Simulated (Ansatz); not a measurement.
# Electron–phonon scattering in BaNiSn in the AlB2 type

How good a conductor is BaNiSn in the AlB2 type when only phonons scatter, and how much computing does the answer need?

Program: Ansatz 0.2.0. Level of theory: DFT PBE, scalar-relativistic, plane waves, PAW; PAW set soft_1. Results are calculated unless marked as measured.

This is a report of a sequence of runs, with most program output left out.

The structure was built from a prototype and need not be the compound's stable phase.

### Step 1. The structure

The structure is hexagonal, space group P-6m2 (No. 187). The conventional cell has a = 4.809 Å, b = 4.809 Å, c = 5.050 Å, α = 90.00°, β = 90.00°, γ = 120.00°. Ba has 6 Sn at 3.75 Å and 6 Ni at 3.75 Å nearest. Sn has 3 Ni at 2.78 Å and 6 Ba at 3.75 Å nearest. Nearest to Ni lie 3 Sn at 2.78 Å and 6 Ba at 3.75 Å. Farther neighbours are not listed.

### Step 2. Relaxation

The structure is brought to rest under this functional.

input.yaml reads:

```yaml
crystal:
  lattice:
    - [4.80941, 0.0, 0.0]
    - [-2.4047, 4.16507, 0.0]
    - [0.0, 0.0, 5.04988]
  atoms:
    - { symbol: Ba, position: [0.0, 0.0, 0.0] }
    - { symbol: Sn, position: [0.33333333, 0.66666667, 0.5] }
    - { symbol: Ni, position: [0.66666667, 0.33333333, 0.5] }
kpoints:
  mp_grid: { grid: [9, 9, 6] }
hamiltonian:
  xc: pbe
  pseudopotentials: { kind: paw, azcp: { folder: soft_1 } }
scf:
  occupations: { method: gaussian, width: 0.1 }
output:
  forces: true
  stress: true
  eigenvalues: true
relax:
  adjacent_minimum: "off"
  f_tol: 0.005
  max_steps: 80
  cell: { stress_tol: 0.05 }
```

On the command line:

```
> ansatz run input.yaml --threads 4 --pin off --max-ram 12288MiB --backend cpu --events-out ev --progress --plain --runs-dir out
```

It took 29 s on 4 threads of Intel Xeon at 2.80GHz (Skylake/Cascade Lake), shared host; peak memory 0.59 GiB; 1.8 min of CPU time.

This run has no spin polarisation, although Ni can carry a moment.

Relaxation path:

| step | energy less that of the first step (eV) | largest force component (eV/Å) | pressure (GPa) | volume (Å³) |
| --- | --- | --- | --- | --- |
| 1 | 0.0000 | 0.0000 | -5.24 | 101.16 |
| 2 | -0.2860 | 0.0000 | -1.57 | 89.81 |
| 3 | -0.3089 | 0.0000 | 0.83 | 85.57 |
| 4 | -0.3133 | 0.0000 | 0.16 | 86.85 |
| 5 | -0.3144 | 0.0000 | 0.06 | 87.36 |
| 6 | -0.3147 | 0.0000 | 0.00 | 87.35 |
| 7* | -0.3128 | 0.0000 | 0.01 | 87.35 |

Relaxation steps marked * repeat the geometry before them on a plane-wave basis chosen anew for their cell, so energy and pressure can jump there.

The run keeps the 12 symmetry operations that it works with, so distortions that break them were not tested.

| conventional cell, symmetrised | before | after | change |
| --- | --- | --- | --- |
| a (Å) | 4.809 | 4.460 | -7.3 % |
| b (Å) | 4.809 | 4.460 | -7.3 % |
| c (Å) | 5.050 | 5.071 | +0.4 % |
| volume (Å³/atom) | 33.72 | 29.12 | -13.6 % |

The relaxed structure:

```xyz
3
Lattice="4.4597 0.0000 0.0000 -2.2299 3.8622 0.0000 0.0000 0.0000 5.0714" Properties=species:S:1:pos:R:3 pbc="T T T"
Ba    0.0000    0.0000    0.0000
Sn    0.0000    2.5748    2.5357
Ni    2.2299    1.2874    2.5357
```

This step gave:

- pressure: 0.005825 GPa
- volume per atom: 29.12 Å³/atom
- metallic on mesh: yes
- gap on the k-mesh: 0 eV

The largest force is now zero by symmetry and the largest stress component 0.020 GPa.

### Step 3. Relaxing cell and atoms

The cell moved far, so the relaxation is started again from the new cell to confirm it.

input.yaml, the sections that differ from step 2:

```yaml
crystal:
  lattice:
    - [4.4597291288, -2.6769e-06, 0.0]
    - [-2.2298622462, 3.862240058, 0.0]
    - [0.0, 0.0, 5.0714237481]
  atoms:
    - { symbol: Ba, position: [0.0, 0.0, 0.0] }
    - { symbol: Sn, position: [0.3333333333, 0.6666666667, 0.5] }
    - { symbol: Ni, position: [0.6666666667, 0.3333333333, 0.5] }
# kpoints, hamiltonian, scf, output, relax: as in step 2
```

Wall time 7.1 s (4 threads); peak memory 0.54 GiB; 26 s of CPU time.

Little changed from the start: no atom moved by 0.005 Å and no cell edge by 0.1 %.

Numbers from this step:

```yaml
pressure: 0.005827 GPa
```

The largest force is now zero by symmetry and the largest stress component 0.020 GPa.

### Step 4. Tight relaxation

No force is left; the cell is relaxed once more with another smearing and tight thresholds.

input.yaml, as its differences from that of step 3:

```diff
@@ -15,3 +15,3 @@
 scf:
-  occupations: { method: gaussian, width: 0.1 }
+  occupations: { method: methfessel_paxton, width: 0.2 }
 output:
@@ -22,4 +22,4 @@
   adjacent_minimum: "off"
-  f_tol: 0.005
-  max_steps: 80
-  cell: { stress_tol: 0.05 }
+  f_tol: 0.001
+  max_steps: 60
+  cell: { stress_tol: 0.01 }
```

It took 13 s on 4 threads; peak memory 0.56 GiB.

Step by step:

| step | energy less that of the first step (eV) | largest force component (eV/Å) | pressure (GPa) | volume (Å³) |
| --- | --- | --- | --- | --- |
| 1 | 0.0000 | 0.0000 | -0.01 | 87.35 |
| 2 | 0.0000 | 0.0000 | 0.00 | 87.35 |
| 3 | 0.0000 | 0.0000 | 0.00 | 87.37 |
| 4 | 0.0000 | 0.0000 | 0.00 | 87.37 |

The log counts 1 steps on a newly chosen plane-wave basis, not all of them marked here; energy and pressure can jump at such steps.

| conventional cell, symmetrised | before | after | change |
| --- | --- | --- | --- |
| a (Å) | 4.460 | 4.457 | -0.1 % |
| b (Å) | 4.460 | 4.457 | -0.1 % |
| c (Å) | 5.071 | 5.078 | +0.1 % |
| volume (Å³/atom) | 29.12 | 29.12 | +0.0 % |

The relaxed structure:

```
Ba Sn Ni
1.0
     4.45723    0.00000    0.00000
    -2.22861    3.86007    0.00000
     0.00000    0.00000    5.07827
Ba Sn Ni
1 1 1
Direct
  0.00000 0.00000 0.00000
  0.33333 0.66667 0.50000
  0.66667 0.33333 0.50000
```

This step gave:

```
pressure : -0.004019 GPa
```

The largest force is now zero by symmetry and the largest stress component 0.0047 GPa, small enough for phonons.

### Step 5. Lattice stability: q 2×2×2, k 4×4×4

Before any scattering is computed, the phonons show whether the structure is a minimum.

input.yaml reads:

```yaml
crystal:
  lattice:
    - [4.4572274961, -2.6754e-06, 0.0]
    - [-2.2286114311, 3.8600735798, 0.0]
    - [0.0, 0.0, 5.0782669041]
  atoms:
    - { symbol: Ba, position: [0.0, 0.0, 0.0] }
    - { symbol: Sn, position: [0.3333333333, 0.6666666667, 0.5] }
    - { symbol: Ni, position: [0.6666666667, 0.3333333333, 0.5] }
kpoints:
  mp_grid: { grid: [4, 4, 4] }
hamiltonian:
  xc: pbe
  pseudopotentials: { kind: paw, azcp: { folder: soft_1 } }
scf:
  occupations: { method: methfessel_paxton, width: 0.2 }
output:
  eigenvalues: true
phonons:
  method: dfpt
  qmesh: [2, 2, 2]
  temperatures: { t_max: 1000, t_step: 50 }
  qpath:
    path:
      - [[0.0, 0.0, 0.0], [0.5, 0.0, 0.0], [0.33333333, 0.33333333, 0.0], [0.0, 0.0, 0.0], [0.0, 0.0, 0.5], [0.5, 0.0, 0.5], [0.33333333, 0.33333333, 0.5], [0.0, 0.0, 0.5]]
      - [[0.5, 0.0, 0.5], [0.5, 0.0, 0.0]]
      - [[0.33333333, 0.33333333, 0.5], [0.33333333, 0.33333333, 0.0]]
    npoints: 10
```

Wall time 59 s (4 threads); peak memory 0.7 GiB.

This step gave:

```
zero point energy                                                              : 0.05452 eV/cell
share of imaginary modes in the plain interpolation between solved wavevectors : 0
highest frequency, solved or plainly interpolated                              : 190.2 cm⁻¹
Debye temperature (second moment)                                              : 203 K
```

Solved on the 2×2×2 mesh alone; all other wavevectors are interpolated. The phonon branches at the labelled points (cm⁻¹):

| point | branch 1 | branch 2 | branch 3 | branch 4 | branch 5 | branch 6 | branch 7 | branch 8 | branch 9 |
| --- | --- | --- | --- | --- | --- | --- | --- | --- | --- |
| Γ | 0 | 0 | 0 | 74 | 74 | 78 | 119 | 185 | 185 |
| halfway | 31 | 45 | 67 | 69 | 78 | 93 | 106 | 178 | 186 |
| M | 41 | 54 | 70 | 84 | 85 | 91 | 121 | 168 | 187 |
| halfway | 53 | 57 | 69 | 79 | 84 | 88 | 126 | 164 | 189 |
| K | 62 | 67 | 70 | 70 | 81 | 86 | 132 | 159 | 190 |
| halfway | 42 | 50 | 64 | 67 | 83 | 99 | 103 | 176 | 187 |
| Γ | 0 | 0 | 0 | 74 | 74 | 78 | 119 | 185 | 185 |
| halfway | 27 | 27 | 46 | 68 | 68 | 82 | 110 | 185 | 185 |
| A | 51 | 51 | 52 | 52 | 70 | 83 | 98 | 185 | 185 |
| halfway | 55 | 56 | 60 | 61 | 80 | 98 | 98 | 178 | 185 |
| L | 52 | 54 | 68 | 70 | 70 | 107 | 125 | 167 | 185 |
| halfway | 36 | 49 | 66 | 77 | 86 | 106 | 125 | 162 | 188 |
| H | 24 | 47 | 64 | 82 | 96 | 105 | 127 | 157 | 190 |
| halfway | 45 | 54 | 66 | 73 | 77 | 99 | 103 | 175 | 186 |
| A | 51 | 51 | 52 | 52 | 70 | 83 | 98 | 185 | 185 |
| jump to L | 52 | 54 | 68 | 70 | 70 | 107 | 125 | 167 | 185 |
| halfway | 51 | 53 | 61 | 77 | 80 | 100 | 124 | 168 | 186 |
| M | 41 | 54 | 70 | 84 | 85 | 91 | 121 | 168 | 187 |
| jump to H | 24 | 47 | 64 | 82 | 96 | 105 | 127 | 157 | 190 |
| halfway | 42 | 60 | 62 | 76 | 88 | 100 | 130 | 158 | 190 |
| K | 62 | 67 | 70 | 70 | 81 | 86 | 132 | 159 | 190 |

Lowest modes at the softest wavevector of the mesh. Modes at q = (0.000, 0.500, 0.000), with each element's share of the kinetic energy:

| mode | frequency (cm⁻¹) | Ba % | Sn % | Ni % |
| --- | --- | --- | --- | --- |
| 1 | 40.6 | 50 | 36 | 14 |
| 2 | 53.9 | 48 | 1 | 50 |
| 3 | 70.3 | 35 | 22 | 43 |
| 4 | 84.1 | 49 | 29 | 22 |
| 5 | 84.8 | 89 | 9 | 2 |
| 6 | 90.9 | 17 | 77 | 7 |

Displacements in mode 1 (40.6 cm⁻¹), the largest set to 1, in the home cell:
```
Ba1  1.00  0.00  0.00
Sn2 -0.91  0.00  0.00
Ni3 -0.81  0.00  0.00
```

Displacements in mode 4 (84.1 cm⁻¹), the largest set to 1, in the home cell:
```
Ba1 0.97 0.00 0.00
Sn2 0.80 0.00 0.00
Ni3 1.00 0.00 0.00
```

Among the solved wavevectors the lowest mode, translations apart, is 40.6 cm⁻¹, so these are real on this k mesh.

### Step 6. Coupling and resistivity: q 2×2×2, k 4×4×4, scattering 8×8×8

A first run on coarse meshes.

input.yaml, as its differences from that of step 5:

```diff
@@ -28 +28,6 @@
     npoints: 10
+  electrical_resistivity:
+    mesh: [8, 8, 8]
+    temperatures: [20.0, 50.0, 77.0, 100.0, 150.0, 200.0, 300.0, 400.0, 600.0, 800.0]
+  superconductivity: { mesh: [8, 8, 8], eliashberg_equations: false }
+  electron_occupations: "off"
```

Elapsed: 94 s, on 4 threads; peak memory 1.1 GiB.

This step gave:

* resistivity at 300 K: 90.76 μΩ cm, mean of the axes
* coupling constant λ: 0.5665
* density of states at the Fermi level: 1.722 states/eV a spin and cell
* log mean phonon energy ħω_log: 8.377 meV
* transport coupling constant λ_tr: 0.6296, 0.6296, 0.6177 (xx, yy, zz)
* Drude plasma energy: 4.394, 4.394, 1.99 eV (xx, yy, zz)
* resistivity times mean free path: 12.52, 12.52, 27.22 × 10⁻¹⁶ Ω m² (xx, yy, zz)
* second-moment phonon energy ħω₂: 10.52 meV

The Eliashberg function α²F has structure finer than the step of the table below, so its rows give means over 1 meV, whole bins alone (the curve runs from 0.092 to 23.5 meV). Peaks (meV: height): α²F 6.9: 0.380, 8.2: 0.763, 9.1: 0.401, 13.0: 0.217, 20.7: 0.212, 23.1: 0.541; α²F tr 6.9: 0.403, 8.2: 0.772, 9.1: 0.443, 13.0: 0.255, 15.2: 0.174, 20.7: 0.187, 23.1: 0.520.

The Eliashberg function α²F by phonon energy; means over each step:

| phonon energy (meV) | α²F | α²F tr |
| --- | --- | --- |
| 1 | 1.3e-4 | 4.6e-5 |
| 2 | 0.00186 | 7.7e-4 |
| 3 | 0.00935 | 0.00657 |
| 4 | 0.0443 | 0.0531 |
| 5 | 0.163 | 0.195 |
| 6 | 0.199 | 0.224 |
| 7 | 0.261 | 0.278 |
| 8 | 0.364 | 0.380 |
| 9 | 0.268 | 0.292 |
| 10 | 0.183 | 0.214 |
| 11 | 0.0849 | 0.107 |
| 12 | 0.173 | 0.209 |
| 13 | 0.168 | 0.196 |
| 14 | 0.0618 | 0.0732 |
| 15 | 0.0742 | 0.109 |
| 16 | 0.0180 | 0.0269 |
| 17 | 0 | 0 |
| 18 | 0 | 0 |
| 19 | 3.2e-4 | 4.2e-4 |
| 20 | 0.0944 | 0.0849 |
| 21 | 0.153 | 0.136 |
| 22 | 0.0949 | 0.0755 |

Some states were left unconverged by the eigensolver. By its own test the run is not converged in the mesh. λ = 0.567 and 90.8 μΩ cm at 300 K. The run's own test puts 44 % between its two finest meshes on the component of the resistivity at 300 K that moves most, so it is not converged. By the run's own test λ moves by 469 % between its two finest scattering meshes.

### Step 7. Coupling and resistivity: q 3×3×2, k 6×6×4, scattering 8×8×8

The next rung changes the q mesh, which sets the reach of the force constants and couplings; the k mesh of the density and its response; the phonon self-energy between the q points, now taken in.

input.yaml, as its differences from that of step 6:

```diff
@@ -10,3 +10,3 @@
 kpoints:
-  mp_grid: { grid: [4, 4, 4] }
+  mp_grid: { grid: [6, 6, 4] }
 hamiltonian:
@@ -20,3 +20,3 @@
   method: dfpt
-  qmesh: [2, 2, 2]
+  qmesh: [3, 3, 2]
   temperatures: { t_max: 1000, t_step: 50 }
@@ -31,3 +31,2 @@
     temperatures: [20.0, 50.0, 77.0, 100.0, 150.0, 200.0, 300.0, 400.0, 600.0, 800.0]
-  superconductivity: { mesh: [8, 8, 8], eliashberg_equations: false }
-  electron_occupations: "off"
+  superconductivity: { mesh: [8, 8, 8] }
```

Wall time 8.4 min (4 threads); peak memory 5.4 GiB; 32 min of CPU time.

Numbers from this step:

```yaml
zero_point_energy: 0.05412 eV/cell
highest_frequency_solved_or_plainly_interpolated: 193.8 cm⁻¹
resistivity_at_300_k: 110.1 μΩ cm, mean of the axes
coupling_constant_lambda: 0.743
density_of_states_at_the_fermi_level: 1.898 states/eV a spin and cell
log_mean_phonon_energy_omega_log: 7.244 meV
transport_coupling_constant_lambda_tr: 0.8497, 0.8497, 0.8161 (xx, yy, zz)
drude_plasma_energy: 4.56, 4.56, 1.993 eV (xx, yy, zz)
resistivity_times_mean_free_path: 11.43, 11.43, 30.07 × 10⁻¹⁶ Ω m² (xx, yy, zz)
second_moment_phonon_energy_omega: 9.542 meV
```

Some points of the scattering mesh along the symmetry lines, up to three branches each (those of largest λ), at most 39 rows; the frequencies are those of the scattering step, which can differ from the solved and plainly interpolated ones; single rows converge slowly. Mode couplings:

| q1 | q2 | q3 | branch | ħω (meV) | λ_q | half width (meV) |
| --- | --- | --- | --- | --- | --- | --- |
| 0.375 | 0.25 | 0 | 1 | 7.62 | 0.112 | 0.0387 |
| 0.375 | 0.25 | 0 | 2 | 7.65 | 0.109 | 0.0382 |
| 0.375 | 0.25 | 0 | 8 | 19.67 | 0.188 | 0.433 |
| 0 | 0 | 0.25 | 3 | 5.66 | 0.1 | 0.0191 |
| 0 | 0 | 0.25 | 4 | 8.47 | 0.0742 | 0.0317 |
| 0 | 0 | 0.25 | 6 | 9.43 | 0.191 | 0.101 |
| 0.375 | 0 | 0.5 | 1 | 5.63 | 0.263 | 0.0497 |
| 0.375 | 0 | 0.5 | 2 | 7.06 | 0.0844 | 0.0251 |
| 0.375 | 0 | 0.5 | 4 | 8.38 | 0.122 | 0.051 |
| 0 | 0 | 0.5 | 1 | 6.01 | 0.112 | 0.0241 |
| 0 | 0 | 0.5 | 2 | 6.01 | 0.112 | 0.0241 |
| 0 | 0 | 0.5 | 6 | 9.72 | 0.118 | 0.0666 |
| 0.5 | 0 | 0 | 1 | 5.16 | 0.0917 | 0.0145 |
| 0.5 | 0 | 0 | 2 | 6.68 | 0.366 | 0.0973 |
| 0.5 | 0 | 0 | 3 | 8.12 | 0.221 | 0.0869 |

The run reports squared frequencies that differ by up to 29 % between the solve mesh and the fine mesh. Some states were left unconverged by the eigensolver. By its own test the run is not converged in the mesh. λ = 0.743 and 110 μΩ cm at 300 K, against 0.567 and 90.8 in the run with q 2×2×2, k 4×4×4, scattering 8×8×8 (+31.2 % and +21.3 %). The run's own test puts 33 % between its two finest meshes on the component of the resistivity at 300 K that moves most, more than that change; on the next coarser mesh the mean ρ changes by +7.9 % between the two runs, against +21.3 % on the finest. By the run's own test λ moves by 42 % between its two finest scattering meshes.

### Step 8. Coupling and resistivity: scattering mesh 12×12×12

The next rung changes the scattering mesh, which samples the Fermi surface.

input.yaml, as its differences from that of step 7:

```diff
@@ -29,4 +29,4 @@
   electrical_resistivity:
-    mesh: [8, 8, 8]
+    mesh: [12, 12, 12]
     temperatures: [20.0, 50.0, 77.0, 100.0, 150.0, 200.0, 300.0, 400.0, 600.0, 800.0]
-  superconductivity: { mesh: [8, 8, 8] }
+  superconductivity: { mesh: [12, 12, 12] }
```

Wall time 8.8 min (4 threads); peak memory 5.4 GiB.

This step gave:

* resistivity at 300 K: 117.8 μΩ cm, mean of the axes
* coupling constant λ: 0.7724
* density of states at the Fermi level: 1.924 states/eV a spin and cell
* log mean phonon energy ħω_log: 7.261 meV
* transport coupling constant λ_tr: 0.8701, 0.8701, 0.9192 (xx, yy, zz)
* Drude plasma energy: 4.224, 4.224, 2.047 eV (xx, yy, zz)
* resistivity times mean free path: 13.21, 13.21, 26.23 × 10⁻¹⁶ Ω m² (xx, yy, zz)
* second-moment phonon energy ħω₂: 9.546 meV

The run reports squared frequencies that differ by up to 29 % between the solve mesh and the fine mesh. Some states were left unconverged by the eigensolver. By its own test the run is not converged in the mesh. λ = 0.772 and 118 μΩ cm at 300 K, against 0.743 and 110 in the run with q 3×3×2, k 6×6×4, scattering 8×8×8 (+4.0 % and +7.0 %). The run's own test puts 18 % between its two finest meshes on the component of the resistivity at 300 K that moves most, more than that change. By the run's own test λ moves by 65 % between its two finest scattering meshes.

(Part 1 of 2 ends here.)

[Logs are printed without paths, hosts, clocks, repeated set-up lines and the standing remarks that a program may print on its own settings, such as how far it seeks lower states.]

[Hosts, paths, dates, database ids (printed as entryN), source tags and the programs' standing remarks are cut or masked in the printed files.]
